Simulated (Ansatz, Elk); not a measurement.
# Bonding as seen by X-rays: TaAl4V2Mo

The structure of TaAl4V2Mo used here is made up (a known structure type with other elements) and was relaxed beforehand with PBEsol. The aim is the Fourier transform of its all-electron density, F(hkl), set beside the sum over free spherical atoms that refinements use.

Program: Elk 11.2.3 (patched build). Level of theory: DFT, PBE, all-electron APW+lo, Dirac cores, scalar-relativistic bands, static density, no spin. Results are calculated unless marked as measured.

The structure was built from a prototype and need not be the compound's stable phase.

**1. The structure**

The structure is tetragonal, space group P4/mmm (No. 123). The conventional cell has a = 3.799 Å, b = 3.799 Å, c = 8.179 Å, α = 90.00°, β = 90.00°, γ = 90.00°. Ta has 4 V at 2.69 Å and 8 Al at 2.81 Å nearest. Nearest to Mo lie 4 V at 2.69 Å and 8 Al at 2.77 Å. Nearest to V lie 4 Ta at 2.69 Å and 8 Al at 2.81 Å. Nearest to V lie 4 Mo at 2.69 Å and 8 Al at 2.77 Å. Al has 4 Al at 2.69 Å and 2 Mo at 2.77 Å and 4 V at 2.77 to 2.81 Å and 2 Ta at 2.81 Å nearest. Farther neighbours are not listed.

As a file:

```cif
data_structure
_symmetry_space_group_name_H-M 'P 1'
_symmetry_Int_Tables_number 1
_cell_length_a 3.7991
_cell_length_b 3.7991
_cell_length_c 8.1792
_cell_angle_alpha 90.000
_cell_angle_beta 90.000
_cell_angle_gamma 90.000
_cell_volume 118.05
loop_
_atom_site_label
_atom_site_type_symbol
_atom_site_fract_x
_atom_site_fract_y
_atom_site_fract_z
_atom_site_occupancy
Ta1 Ta 0.50000 0.50000 0.50000 1
Mo2 Mo 0.00000 0.00000 0.00000 1
V3 V 0.00000 0.00000 0.50000 1
V4 V 0.50000 0.50000 0.00000 1
Al5 Al 0.00000 0.50000 0.75308 1
Al6 Al 0.50000 0.00000 0.24692 1
Al7 Al 0.50000 0.00000 0.75308 1
Al8 Al 0.00000 0.50000 0.24692 1
```

**2. Ground state and structure factors**

An all-electron density is needed, since X-rays see the cores too. Task 0 finds the density and task 195 Fourier-transforms it; tshift is off so that phases refer to the origin typed.

Input file elk.in:

```
tasks
  0
  195

xctype
  20

spinpol
  .false.

rgkmax
  7.0

gmaxvr
  14.0

lmaxo
  7

lmaxapw
  8

swidth
  0.002

tshift
  .false.

ramdisk
  .false.

hmaxvr
  5.5

maxscl
  120

epspot
  1e-06

sppath
  './'

avec
  7.17922665402 -0.00000000000 0.00000000000
  -0.00000000000 7.17922665402 0.00000000000
  0.00000000000 0.00000000000 15.45644588442

atoms
  4
  'Ta.in'
  1
  0.5000000000 0.5000000000 0.5000000000   0.000000 0.000000 0.000000
  'Mo.in'
  1
  0.0000000000 0.0000000000 -0.0000000000   0.000000 0.000000 0.000000
  'V.in'
  2
  -0.0000000000 -0.0000000000 0.5000000000   0.000000 0.000000 0.000000
  0.5000000000 0.5000000000 -0.0000000000   0.000000 0.000000 0.000000
  'Al.in'
  4
  -0.0000000000 0.5000000000 0.7530812952   0.000000 0.000000 0.000000
  0.5000000000 -0.0000000000 0.2469187048   0.000000 0.000000 0.000000
  0.5000000000 -0.0000000000 0.7530812952   0.000000 0.000000 0.000000
  -0.0000000000 0.5000000000 0.2469187048   0.000000 0.000000 0.000000

ngridk
  6 6 3
```

Command:

```bash
> OMP_NUM_THREADS=4 elk
```

Numbers of over 12 decimals in the logs are rounded to 6 here.

The program printed:

```text
┌─────────────────────────┐
│ Elk code version 11.2.3 │
└─────────────────────────┘

All units are atomic (Hartree, Bohr, etc.)

┌─────────────────────────────────────────────────┐
│ Ground-state run starting from atomic densities │
└─────────────────────────────────────────────────┘

Lattice vectors :
   7.179226654      -0.000000000       0.000000000
  -0.000000000       7.179226654       0.000000000
   0.000000000       0.000000000       15.45644588

Reciprocal lattice vectors :
  0.8751897119       0.000000000      -0.000000000
   0.000000000      0.8751897119      -0.000000000
  -0.000000000      -0.000000000      0.4065090613

Unit cell volume      :    796.6452424
Brillouin zone volume :   0.3113684740

Muffin-tin inner radius fraction :   0.1000000000E-01

Nuclei treated as point charges

Species : 1 (Ta)
 parameters loaded from : Ta.in
 name : tantalum
 nuclear charge    :   -73.00000000
 electronic charge :    73.00000000
 atomic mass :    329847.8435
 muffin-tin radius :    2.706566073
 number of radial points in muffin-tin :   1393
 inner part over the whole radius :   0.9902797711E-02
 number on inner part of muffin-tin    :    998
 approximate nuclear radius :   0.1005189763E-03
 number of mesh points to nuclear radius :    520
 atomic positions (lattice), magnetic fields (Cartesian) :
  1 :   0.50000000  0.50000000  0.50000000    0.00000000  0.00000000  0.00000000

Species : 2 (Mo)
 parameters loaded from : Mo.in
 name : molybdenum
 nuclear charge    :   -42.00000000
 electronic charge :    42.00000000
 atomic mass :    174887.9214
 muffin-tin radius :    2.600000000
 number of radial points in muffin-tin :   1193
 inner part over the whole radius :   0.9897744308E-02
 number on inner part of muffin-tin    :    848
 approximate nuclear radius :   0.8334154960E-04
 number of mesh points to nuclear radius :    419
 atomic positions (lattice), magnetic fields (Cartesian) :
  1 :   0.00000000  0.00000000  0.00000000    0.00000000  0.00000000  0.00000000

Species : 3 (V)
 parameters loaded from : V.in
 name : vanadium
 nuclear charge    :   -23.00000000
 electronic charge :    23.00000000
 atomic mass :    92860.67382
 muffin-tin radius :    2.319913777
 number of radial points in muffin-tin :    993
 inner part over the whole radius :   0.9864783359E-02
 number on inner part of muffin-tin    :    698
 approximate nuclear radius :   0.6897515165E-04
 number of mesh points to nuclear radius :    327
 atomic positions (lattice), magnetic fields (Cartesian) :
  1 :   0.00000000  0.00000000  0.50000000    0.00000000  0.00000000  0.00000000
  2 :   0.50000000  0.50000000  0.00000000    0.00000000  0.00000000  0.00000000

Species : 4 (Al)
 parameters loaded from : Al.in
 name : aluminium
 nuclear charge    :   -13.00000000
 electronic charge :    13.00000000
 atomic mass :    49184.33496
 muffin-tin radius :    2.200000000
 number of radial points in muffin-tin :    793
 inner part over the whole radius :   0.9821194981E-02
 number on inner part of muffin-tin    :    552
 approximate nuclear radius :   0.5839653600E-04
 number of mesh points to nuclear radius :    244
 atomic positions (lattice), magnetic fields (Cartesian) :
  1 :   0.00000000  0.50000000 -0.24691870    0.00000000  0.00000000  0.00000000
  2 :   0.50000000  0.00000000  0.24691870    0.00000000  0.00000000  0.00000000
  3 :   0.50000000  0.00000000 -0.24691870    0.00000000  0.00000000  0.00000000
  4 :   0.00000000  0.50000000  0.24691870    0.00000000  0.00000000  0.00000000

Total number of atoms per unit cell :    8
Total muffin-tin volume :    439.6826517
 ratio of muffin-tin to unit cell volume :   0.5519177525

Spin treatment :
 spin-unpolarised

Number of Bravais lattice symmetries :   16
Number of crystal symmetries         :   16
Crystal has inversion symmetry
Real symmetric eigensolver will be used

k-point grid :      6     6     3
k-point offset :    0.000000000       0.000000000       0.000000000
[...]
total energy                :     -22546.895554001

Density of states at Fermi energy :    133.2858879
 (states/Hartree/unit cell)

Estimated indirect band gap :   0.7009085194E-03
 from k-point 13 to k-point 14
Estimated direct band gap   :   0.1872543396E-02
 at k-point 14

Charges :
 core                        :    110.0000000
 valence                     :    103.0000000
 interstitial                :    12.80264668
 muffin-tins (core leakage)
  species : 1 (Ta)
[...]
species : 2 (Mo)
[...]
species : 3 (V)
[...]
species : 4 (Al)
[...]
total in muffin-tins        :    200.1973533
 total calculated charge     :    212.9974048
 total charge                :    213.0000000
 error                       :   0.2595206713E-02

RMS change in Kohn-Sham potential (target) :   0.4809221907     (  0.1000000000E-05)
Absolute change in total energy (target)   :   0.8309449331E-01 (  0.1000000000E-03)

[... loops 3 to 24 left out ...]

┌──────────────────┐
│ Loop number : 25 │
└──────────────────┘

Energies :
 Fermi                       :     0.361309
 sum of occupied eigenvalues :     -13585.905062235
 electron kinetic            :      24632.563970430
 core electron kinetic       :      23530.744817501
 Coulomb                     :     -46571.054375151
 Coulomb potential           :     -37427.076287530
 nuclear-nuclear             :     -2190.7535151575
 electron-nuclear            :     -51385.423889542
 Hartree                     :      7005.1230295494
 Madelung                    :     -27857.516231386
 xc potential                :     -791.39274513585
 exchange                    :     -596.42668282540
 correlation                 :     -10.762223212563
 electron entropic           :    -0.20469635206242E-02
 total energy                :     -22545.681357722

Density of states at Fermi energy :    156.4478655
 (states/Hartree/unit cell)

Estimated indirect band gap :   0.1735795626E-02
 from k-point 17 to k-point 14
Estimated direct band gap   :   0.3542533138E-02
 at k-point 14

Charges :
 core                        :    110.0000000
 valence                     :    103.0000000
 interstitial                :    12.25407009
 muffin-tins (core leakage)
  species : 1 (Ta)
[...]
species : 2 (Mo)
[...]
species : 3 (V)
[...]
species : 4 (Al)
[...]
total in muffin-tins        :    200.7459299
 total calculated charge     :    212.9974205
 total charge                :    213.0000000
 error                       :   0.2579535261E-02

RMS change in Kohn-Sham potential (target) :   0.7037429924E-06 (  0.1000000000E-05)
Absolute change in total energy (target)   :   0.3802921856E-04 (  0.1000000000E-03)

Convergence targets achieved

┌──────────────────┐
│ Loop number : 26 │
└──────────────────┘

Energies :
 Fermi                       :     0.361309
 sum of occupied eigenvalues :     -13585.905061521
 electron kinetic            :      24632.563953709
 core electron kinetic       :      23530.744815358
 Coulomb                     :     -46571.054361438
 Coulomb potential           :     -37427.076291023
 nuclear-nuclear             :     -2190.7535151575
 electron-nuclear            :     -51385.423857547
 Hartree                     :      7005.1230112671
 Madelung                    :     -27857.516215926
 xc potential                :     -791.39272420635
 exchange                    :     -596.42668292085
 correlation                 :     -10.762223193895
 electron entropic           :    -0.20469654794541E-02
 total energy                :     -22545.681360809

Density of states at Fermi energy :    156.4480891
 (states/Hartree/unit cell)

Estimated indirect band gap :   0.1735703719E-02
 from k-point 17 to k-point 14
Estimated direct band gap   :   0.3542509639E-02
 at k-point 14

Charges :
 core                        :    110.0000000
 valence                     :    103.0000000
 interstitial                :    12.25407030
 muffin-tins (core leakage)
  species : 1 (Ta)
[...]
species : 2 (Mo)
[...]
species : 3 (V)
[...]
species : 4 (Al)
[...]
atom 2                    :    11.36520929     (  0.4825892574E-03)
   atom 3                    :    11.36520929     (  0.4825892574E-03)
   atom 4                    :    11.36520929     (  0.4825892574E-03)
 total in muffin-tins        :    200.7459297
 total calculated charge     :    212.9974205
 total charge                :    213.0000000
 error                       :   0.2579535259E-02

┌──────────────────────────────┐
│ Self-consistent loop stopped │
└──────────────────────────────┘

Warning : core states of species 4 leak from the muffin-tin :   0.4825892574E-03

Wrote STATE.OUT
```

Elapsed: 85 s, on 4 threads of Arm Neoverse V1, shared host; peak memory 0.34 GiB; 4.2 min of CPU time.

SFACRHO.OUT:

```text

h k l indices transformed by vhmat matrix:
   1.000000000       0.000000000       0.000000000    
   0.000000000       1.000000000       0.000000000    
   0.000000000       0.000000000       1.000000000    

      h      k      l  multipl.   |H|            Re(F)            Im(F)           |F|

      0      0      0      1   0.0000000       213.00000      0.72349605E-17   213.00000    
      0      0      1      2  0.40650906      -29.742257      0.11055674E-13   29.742257    
      0      0      2      2  0.81301812       101.40898     -0.54112340E-13   101.40898    
     -1      0      0      4  0.87518971      -29.716841     -0.12513501E-13   29.716841    
      1      0     -1      8  0.96499049       63.770946     -0.82917552E-14   63.770946    
      0     -1      2      8   1.1945524      -28.912124     -0.25220755E-13   28.912124    
      0      0      3      2   1.2195272      -31.092097      0.29021143E-13   31.092097    
     -1      1      0      4   1.2377052       93.318027      0.58373392E-15   93.318027    
     -1      1     -1      8   1.3027523      -29.302824     -0.96737144E-14   29.302824    
     -1     -1      2      8   1.4808486       158.91518      0.51434794E-13   158.91518    
      0     -1      3      8   1.5010675       59.131637      0.41458776E-13   59.131637    
      0      0      4      2   1.6260362       153.71610      0.22975072E-13   153.71610    
      1      1     -3      8   1.7375732      -25.401703      0.69097960E-14   25.401703    
     -2      0      0      4   1.7503794       149.39985      0.21689713E-13   149.39985    
      0      2      1      8   1.7969635      -26.401891      0.19347429E-13   26.401891    
     -1      0      4      8   1.8466052      -26.944926      0.13387730E-13   26.944926    
     -2      0     -2      8   1.9299810       80.549407      0.58474149E-13   80.549407    
     -2     -1      0      8   1.9569837      -26.478755     -0.23572579E-13   26.478755
```

Elk indexes on the primitive cell of elk.in and gives |H| = 4π sin θ/λ in inverse bohr. Below, one row stands for each form hkl of the conventional cell (m members, Friedel mates merged), F is for one primitive cell and the density is static (no thermal factor). Free-atom factors are Waasmaier and Kirfel's, and R is Σm||F|−|F'||/Σm|F|.

```
hkl   m  sin θ/λ (Å⁻¹)  abs F, DFT  neutral atoms   diff.
001   2          0.061      29.742         29.688  +0.055
002   2          0.122     101.409        101.270  +0.139
100   4          0.132      29.717         29.622  +0.095
101   8          0.145      63.771         64.051  -0.280
102   8          0.180      28.912         28.827  +0.085
003   2          0.183      31.092         30.952  +0.140
110   4          0.186      93.318         93.900  -0.582
111   8          0.196      29.303         29.259  +0.044
112   8          0.223     158.915        159.968  -1.053
103   8          0.226      59.132         59.344  -0.213
004   2          0.244     153.716        154.825  -1.109
113   8          0.261      25.402         25.353  +0.049
200   4          0.263     149.400        150.726  -1.326
201   8          0.270      26.402         26.458  -0.056
104   8          0.278      26.945         26.931  +0.014
202   8          0.290      80.549         81.014  -0.465
210   8          0.294      26.479         26.556  -0.077
211  16          0.301      55.214         55.173  +0.041
005   2          0.306      23.270         23.272  -0.002
114   8          0.307      79.039         79.032  +0.007
212  16          0.319      25.875         25.977  -0.101
203   8          0.321      27.603         27.698  -0.095
```

(Part 1 of 2 ends here.)

[Logs are printed without paths, hosts, clocks, repeated set-up lines and the standing remarks that a program may print on its own settings, such as how far it seeks lower states.]

[Hosts, paths, dates, database ids (printed as entryN), source tags and the programs' standing remarks are cut or masked in the printed files.]
